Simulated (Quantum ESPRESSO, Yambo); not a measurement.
# A GW chain in Yambo: InSe (C2/m), part 3 of 3

Aim: the G0W0 gap of InSe (C2/m) on PBEsol, step by step.

Quantum ESPRESSO 7.5 and Yambo 5.3.0; PBEsol and many-body steps on it, plane waves. Known limits of the many-body steps: not at the basis limit; exchange with frozen shells missing; no spin-orbit coupling; coarse k mesh.

So far. Step 3 (Bands along the symmetry lines): The gap is 1.059 eV, −0.021 eV from the run before at this level. Step 4 (Empty states on the mesh, 2×2×2 mesh, 90 bands): On this mesh the gap is 1.114 eV. The earlier step found 1.079 eV, so this mesh misses an edge.

### Step 6. Screening and self-energy, 2×2×2 mesh, 90 bands, screening to 68 eV

Now the one-shot GW correction: screening in the RPA, then the self-energy of the levels asked for.

This step: G0W0 on PBEsol, plane waves, norm-conserving pseudopotentials.

Contents of gw10.in:

```
HF_and_locXC
gw0
dyson
ppa
em1d
rim_cut
RandQpts= 1000000
RandGvec= 1 RL
EXXRLvcs= 78 Ry
VXCRLvcs= 312 Ry
Chimod= "HARTREE"
% BndsRnXp
 1 | 90 |
%
NGsBlkXp= 5 Ry
% LongDrXp
 1 | 1 | 1 |
%
% GbndRnge
 1 | 90 |
%
DysSolver= "n"
ExtendOut
PPAPntXp= 27.21138 eV
% QPkrange
 5 | 5 | 28 | 31 |
 2 | 2 | 28 | 31 |
 1 | 1 | 28 | 31 |
%
```

Command:

```console
> OMP_NUM_THREADS=1 mpirun -n 4 yambo -F gw10.in -J gw10 -C gw10 > gw10.log
```

The log of the run:

```text
 Yambo, version 5.3.0

 [02] CORE Variables Setup
 =========================

  [... cell, symmetries and grids as in the set-up ...]

  [02.05] Energies & Occupations
  ==============================

  [X] === General ===
  [X] Electronic Temperature                        :  0.000000  0.000000 [eV K]
  [X] Bosonic    Temperature                        :  0.000000  0.000000 [eV K]
  [X] Finite Temperature mode                       : no
  [X] El. density                                   :  0.50771E+24 [cm-3]
  [X] Fermi Level                                   :  7.371571 [eV]

  [X] === Gaps and Widths ===
  [X] Conduction Band Min                           :  1.113711 [eV]
  [X] Valence Band Max                              :  0.000000 [eV]
  [X] Filled Bands                                  :  29
  [X] Empty Bands                                   :   30   90
  [X] Direct Gap                                    :  1.438940 [eV]
  [X] Direct Gap localized at k                     :  2
  [X] Indirect Gap                                  :  1.113711 [eV]
  [X] Indirect Gap between kpts                     :   5   2
  [X] Last valence band width                       :  1.241389 [eV]
  [X] 1st conduction band width                     :  1.598871 [eV]

 [03] Transferred momenta grid and indexing
 ==========================================

 IBZ Q-points                                      :   6
 BZ  Q-points                                      :   8

 K/Q-points units:
 rlu = crystal or reduced units; cc = cartesian coordinates; iku = interal k-units

 Q [1]          [rlu]:  0.000000  0.000000  0.000000
 Q [2]          [rlu]:  0.28852E-16  0.30296E-16 -0.50000
 Q [3]          [rlu]:  0.14496E-15 -0.50000     -0.61808E-16
 Q [4]          [rlu]:  0.96724E-16  0.50000     -0.50000
 Q [5]          [rlu]: -0.50000     -0.50000     -0.20434E-16
 Q [6]          [rlu]:  0.500000  0.500000 -0.500000

 [04] Coloumb potential Random Integration (RIM)
 ===============================================

  [04.01] RIM initialization
  ==========================

  * Diagonal components only detected *

  8 x (sBL volume)        :  0.321762 [a.u.]
  sBZ random points       :  1000000
  Points outside the sBZ  :   7990666
  RL volume               :  0.321762 [a.u.]
  Integrated volume       :  0.322138 [a.u.]

  [04.02] RIM integrals
  =====================

  Gamma point sphere radius             :  0.124297 [a.u.]
  Points outside the sphere             :   799832
  [Int_sBZ(q=0) 1/q^2]*(Vol_sBZ)^(-1/3) =:  7.649654
                                 should be <:  7.795600

  Summary of Coulomb integrals for non-metallic bands |Q|[au] RIM/Bare

  Q [1] 0.100000E-4 0.981278 * Q [5] 0.303371 0.954255
  Q [2] 0.348425 1.029373 * Q [6] 0.376328 1.039944
  Q [3] 0.432062 1.122107 * Q [4] 0.521701 1.084138

 [05] Dipoles
 ============

  [05.01] Setup: observables and procedures
  =========================================

  [WARNING] [x,Vnl] slows the Dipoles computation. To neglect it rename the ns.kb_pp file

 [06] Dynamic Dielectric Matrix (PPA)
 ====================================

 [WR./gw10//ndb.pp]--------------------------------------------------------------
  Brillouin Zone Q/K grids (IBZ/BZ)                :   6   8   6   8
  RL vectors                                       :  10845 [WF]
  Coulomb cutoff potential                         : none
  Electronic Temperature                           :  0.000000 [K]
  Bosonic    Temperature                           :  0.000000 [K]
  PPA    diel. fun.  energies                      : Perdew, Burke & Ernzerhof SOL(X)+Perdew, Burke & Ernzerhof SOL(C)
  wavefunctions                                    : Perdew, Burke & Ernzerhof SOL(X)+Perdew, Burke & Ernzerhof SOL(C)
  Global Gauge                                     : length
  X matrix size                                    :  149
  X band range                                     :    1   90
  X e/h energy range                               : -1.000000 -1.000000 [eV]
  X Time ordering                                  : R
  X Hxc Kernel                                     : HARTREE
  X Drude frequency                                :  0.000000  0.000000
  X poles                                          :  100.0000 [o/o]
  RL vectors in the sum                            :  10845
  [r,Vnl] included                                 : yes
  Field direction                                  :  0.577350E-5  0.577350E-5  0.577350E-5
  BZ energy Double Grid                            : no
  BZ energy DbGd points                            : 0
  BZ Q point size factor                           : -1.000000
  X Optical Averaged directions                    : none

 [07] Local Exchange-Correlation + Non-Local Fock
 ================================================

 [VXC] Plane waves :   71729
 [EXS] Plane waves :   9003

 QP @ state[ 1 ] K range:  1  2
 QP @ state[ 1 ] b range:  28  31
 QP @ state[ 2 ] K range:   5   5
 QP @ state[ 2 ] b range:  28  31

 [xc] Functional : Perdew, Burke & Ernzerhof SOL(X)+Perdew, Burke & Ernzerhof SOL(C)
 [xc] LIBXC used to calculate xc functional
  PP Number of Atomic Species                      :  2
  NLCC RL compoments                               :   71729
  PP Number of Atomic Species                      :  2
  NLCC RL compoments                               :   71729

 [xc] E_xc :  -37.69592 [Ha]
      E_xc :  -75.39183 [Ry]

  Local XC kind (lXC) : Perdew, Burke & Ernzerhof SOL(X)+Perdew, Burke & Ernzerhof SOL(C)
  Non-Local XC kind (nlXC) : Hartree-Fock

  Corrections @ K [1] :  [eV]
 <28|nlXC|28> = -15.23406 -0.47350E-17 <28|lXC|28> = -12.22683 -0.18882E-15
 <29|nlXC|29> = -16.95190  0.76032E-17 <29|lXC|29> = -13.41115 -0.18882E-15
 <30|nlXC|30> = -9.490432  0.41016E-17 <30|lXC|30> = -13.02469 -0.23602E-16
 <31|nlXC|31> = -7.253449  0.90857E-19 <31|lXC|31> = -10.74078  0.18882E-15

  Corrections @ K [2] :  [eV]
 <28|nlXC|28> = -17.32142  0.78772E-17 <28|lXC|28> = -13.72466  0.94408E-16
 <29|nlXC|29> = -15.53765  0.13320E-16 <29|lXC|29> = -12.97068  0.000000
 <30|nlXC|30> = -8.363625 -0.67893E-17 <30|lXC|30> = -11.85726 -0.75232E-16
 <31|nlXC|31> = -7.412212 -0.46476E-17 <31|lXC|31> = -10.53807 -0.70806E-16

  Corrections @ K [5] :  [eV]
 <28|nlXC|28> = -17.50372  0.89629E-17 <28|lXC|28> = -14.00569  0.47204E-16
 <29|nlXC|29> = -15.18604  0.56549E-17 <29|lXC|29> = -12.77399 -0.23602E-16
 <30|nlXC|30> = -9.222289 -0.79307E-17 <30|lXC|30> = -12.48397 -0.17702E-15
 <31|nlXC|31> = -5.547567  0.16178E-17 <31|lXC|31> = -9.805949  0.23602E-16

 [08] Dyson equation: Newton solver
 ==================================

  [08.01] G0W0 (W PPA)
  ====================

  [  GW  ] Bands range     :    1   90
  [GW/PPA] G damping       :  0.100000 [eV]

  QP @ state[ 1 ] K range:  1  2
  QP @ state[ 1 ] b range:  28  31
  QP @ state[ 2 ] K range:   5   5
  QP @ state[ 2 ] b range:  28  31

   Sc/G bands                                       :    1   90
   Sc/G damping                                     :  0.100000 ev
   Sc bands terminator                              : no
   Sx RL components                                 :   9003

   QP @ state[ 1 ] K range                          :  1  2
   QP @ state[ 1 ] b range                          :  28  31
   QP @ state[ 2 ] K range                          :   5   5
   QP @ state[ 2 ] b range                          :  28  31
   GF energies kind                                 : Perdew, Burke & Ernzerhof SOL(X)+Perdew, Burke & Ernzerhof SOL(C)
   GF WF`s kind                                     : Perdew, Burke & Ernzerhof SOL(X)+Perdew, Burke & Ernzerhof SOL(C)
   Xs energies kind                                 : Perdew, Burke & Ernzerhof SOL(X)+Perdew, Burke & Ernzerhof SOL(C)
   Xs WF`s kind                                     : Perdew, Burke & Ernzerhof SOL(X)+Perdew, Burke & Ernzerhof SOL(C)

 [11] Game Over & Game summary
```

It took 24 s on 4 MPI ranks of Arm Neoverse V2, shared host; peak memory 2.6 GiB; 90 s of CPU time.

Numbers from this step:

```yaml
g0w0_gap_on_the_points_computed: 2.045 eV
starting_gap_on_the_mesh: 1.114 eV
k_of_the_valence_top: -0.5, -0.5, 0
k_of_the_conduction_bottom: 0, 0, -0.5
least_direct_g0w0_gap_on_the_computed_points: 2.362 eV
z_at_the_valence_top: 0.7929
z_at_the_conduction_bottom: 0.8000
```

The gap on the mesh goes from 1.11 eV to 2.04 eV, a correction of +0.93 eV. The start differs from the 1.08 eV found before because the two sample other k points.

Limits: finite bands, cutoff and mesh; exchange with frozen shells missing; no spin-orbit coupling; coarse k mesh. v1 is the top filled band, c1 the lowest empty one. The levels before and after the correction (eV, zero at the valence-band top of each column):

|  | conduction bottom | valence top |
| --- | --- | --- |
| Kohn-Sham | 1.11 | 0.00 |
| G0W0 | 2.04 | 0.00 |

|  | level | energy (eV) |
| --- | --- | --- |
| Kohn-Sham | (0 0 -0.5) v2 | -0.999 |
| Kohn-Sham | (0 0 -0.5) v1 | -0.325 |
| Kohn-Sham | (0 0 -0.5) c1 | 1.114 |
| Kohn-Sham | (0 0 -0.5) c2 | 2.098 |
| Kohn-Sham | (-0.5 -0.5 0) v2 | -0.631 |
| Kohn-Sham | (-0.5 -0.5 0) v1 | 0.000 |
| Kohn-Sham | (-0.5 -0.5 0) c1 | 1.505 |
| Kohn-Sham | (-0.5 -0.5 0) c2 | 2.636 |
| G0W0 | (0 0 -0.5) v2 | -1.100 |
| G0W0 | (0 0 -0.5) v1 | -0.317 |
| G0W0 | (0 0 -0.5) c1 | 2.045 |
| G0W0 | (0 0 -0.5) c2 | 2.767 |
| G0W0 | (-0.5 -0.5 0) v2 | -0.726 |
| G0W0 | (-0.5 -0.5 0) v1 | 0.000 |
| G0W0 | (-0.5 -0.5 0) c1 | 2.383 |
| G0W0 | (-0.5 -0.5 0) c2 | 3.651 |

### Step 7. Where the time went

Times are wall times on the hardware named with each run, good to a factor of about two.

| step | time | share | memory (GiB) |
| --- | --- | --- | --- |
| ground state | 85 s | 50 % | 0.67 |
| bands along the symmetry lines | 41 s | 24 % | 0.42 |
| empty states on the mesh | 18 s | 11 % | 0.58 |
| conversion and set-up | 2.2 s | 1 % | 0.24 |
| screening and self-energy | 24 s | 14 % | 2.6 |

### Step 8. What came out

```json
{
 "PBEsol gap": "1.06 eV, indirect",
 "G0W0 gap on the mesh": "2.04 eV",
 "G0W0 gap over the zone (rigid shift)": "1.99 eV",
 "GW settings": "2×2×2 mesh, 90 bands, screening to 68 eV, Godby-Needs plasmon pole",
 "known limits": "not at the basis limit; exchange with frozen shells missing; no spin-orbit coupling; coarse k mesh"
}
```

What this shows: G0W0 moves the gap on the mesh from 1.11 eV to 2.04 eV (+0.93 eV), with Z of 0.79 and 0.80 at the edges. The mesh misses the band edges by 0.05 eV in all; a rigid shift gives 1.99 eV for the zone. Only 3 of the mesh's irreducible points were corrected, so a valley elsewhere could overtake. The dearest step here is «ground state». Bands and cutoff are finite, so the gap is not at the basis limit. The miss can reach some tenths of an eV and take either sign; the mesh is an error of its own. In the G0W0 run levels were corrected at 3 k points alone, so a gap called «on the mesh» is the least over those, and an edge elsewhere would be missed. A denser mesh or path gives a starting gap of 1.06 eV: the GW mesh misses a band edge, so its gaps are not the fundamental one. The 2×2×2 mesh is coarse for this cell, which bears on the long-range parts of exchange and screening. The norm-conserving file of at least one element keeps a d shell over frozen s and p shells of the same row. Exchange with those shells is missing from the self-energy, an error of 0.3 to 0.9 eV in cases checked, whose sign depends on which edge lies on those atoms. The many-body steps are scalar-relativistic: spin-orbit coupling is not in them.

[Paths, hosts, dates, memory and timing lines, banners, echoed tables and standing remarks are left out of the program output.]

[Logs are printed without paths, hosts, clocks, repeated set-up lines and the standing remarks that a program may print on its own settings, such as how far it seeks lower states.]

[Runs of the session that timed out or met a known fault of the program may be left out.]

[Hosts, paths, dates, database ids (printed as entryN), source tags and the programs' standing remarks are cut or masked in the printed files.]
